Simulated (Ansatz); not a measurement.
# Gap against strain: armchair GaN nanoribbon (N = 6, H edges)

Set-up. Ansatz 0.2.0, plane waves with PAW datasets, PBE, Fermi-Dirac smearing of 0.05 eV, no spin-orbit coupling. The period is scaled from its relaxed value of 5.572 Å and the atoms relax, within the symmetry of the start, at each strain ε (in %); gaps, in eV, are read on a band path.

| period (Å) | energy (eV a cell) | place of the conduction minimum (Γ = 0, Z = 1) | ε | gap |
| --- | --- | --- | --- | --- |
| 5.349 | +0.230 | 0.00 | −4 | 2.833 |
| 5.572 | 0.000 | 0.00 | 0 | 2.75 |
| 5.684 | +0.057 | 0.00 | 2 | 2.673 |
| 5.795 | +0.228 | 0.00 | 4 | 2.568 |
| 5.907 | +0.510 | 0.00 | 6 | 2.423 |

One run is withheld: period (Å) = 5.461, with ε = −2. Fit a straight line gap = a + b × ε to the 5 rows shown and predict it.

**Fit.** The means are 1.6 for ε and 2.649 for gap. The sum of products of deviations is −2.372 and the sum of squares in ε is 59.2, so b = −2.372 / 59.2 = −0.04007 and a = 2.649 − (−0.04007) × 1.6 = 2.714. The residuals' standard deviation, with 3 degrees of freedom, is σ = 0.05.

**Prediction.** gap = 2.714 + (−0.04007) × −2 = 2.794. The run gave 2.803, so the prediction less the run is −0.009. The standard error of a prediction there, σ√(1 + 1/5 + (−2 − 1.6)²/59.2), is 0.059, and the miss is 0.15 times that, for a point between the fitted rows. With so few rows σ is itself uncertain.

The gap narrows at every step from compression to tension.

**Limits.** Kohn-Sham gaps of a wire among periodic images, which in a check on one flat ribbon (7 Å apart) lowered the gap by 0.2 eV and flattened the slope; the slope b × 100 is a mean deformation potential of the gap, in eV per unit strain. Between neighbouring runs it lies between −7.3 and −1.5 eV, so a bend, a kink or scatter between runs makes one line a rough account. The unstrained row comes from a denser mesh than the others, which shifts its energy a little. Series of this kind are told only where this holds: a gap at every strain (compound wires with polar facets were set aside first). 88 of 101 did.
